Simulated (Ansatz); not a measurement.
```xyz
9
Lattice="0.000 4.949 4.949 4.949 0.000 4.949 4.949 4.949 0.000" Properties=species:S:1:pos:R:3 pbc="T T T" subject="Screened interactions in Tl2MoBr6 (started from the K2PtCl6 type) (Fm-3m)" method="DFT, LDA, plane waves, PAW (and 1 further level or step)" program="Ansatz 0.2.0" settings_of_one_run="cutoff 420 eV, 4×4×4 k-mesh, smearing width 0.08 eV, default PAW, coordination {"Mo": "octahedral"}, magnetic state non-magnetic by constraint" cost="2 runs, 42 s in all on 4 threads of Arm Neoverse V1, shared host (the runs of this entry)" notes="The structure was built from a prototype and need not be the compound’s stable phase. This run has no spin polarisation, although Mo can carry a moment. The structure was relaxed with LDA. The structure type comes from a generator and need not be one that this composition takes. Limits: no spin-orbit coupling. The bands cross the Fermi level under this constraint, which need not be the crystal’s state: magnetic order, correlation or a lattice distortion may open a gap. Spin-orbit coupling, which is strong for atoms this heavy, is left out. Coarse meshes can leave U off its limit, most where the target bands are metallic." mo_t2g="U 1.92 eV, U′ 1.42 eV, J 0.22 eV, bare V 10.0 eV" method="constrained RPA on non-magnetic LDA, 2×2×2 mesh, static; search for lower states off"
Tl    2.474    2.474    2.474
Tl    7.423    7.423    7.423
Mo    0.000    0.000    0.000
Br    4.949    4.949    2.479
Br    4.949    4.949    7.418
Br    4.949    2.479    4.949
Br    4.949    7.418    4.949
Br    2.479    4.949    4.949
Br    7.418    4.949    4.949
```

[Paths, hosts, dates, memory and timing lines, banners, echoed tables and standing remarks are left out of the program output.]

[Logs are printed without paths, hosts, clocks, repeated set-up lines and the standing remarks that a program may print on its own settings, such as how far it seeks lower states.]

[Runs of the session that timed out or met a known fault of the program may be left out.]

[Hosts, paths, dates, database ids (printed as entryN), source tags and the programs' standing remarks are cut or masked in the printed files.]
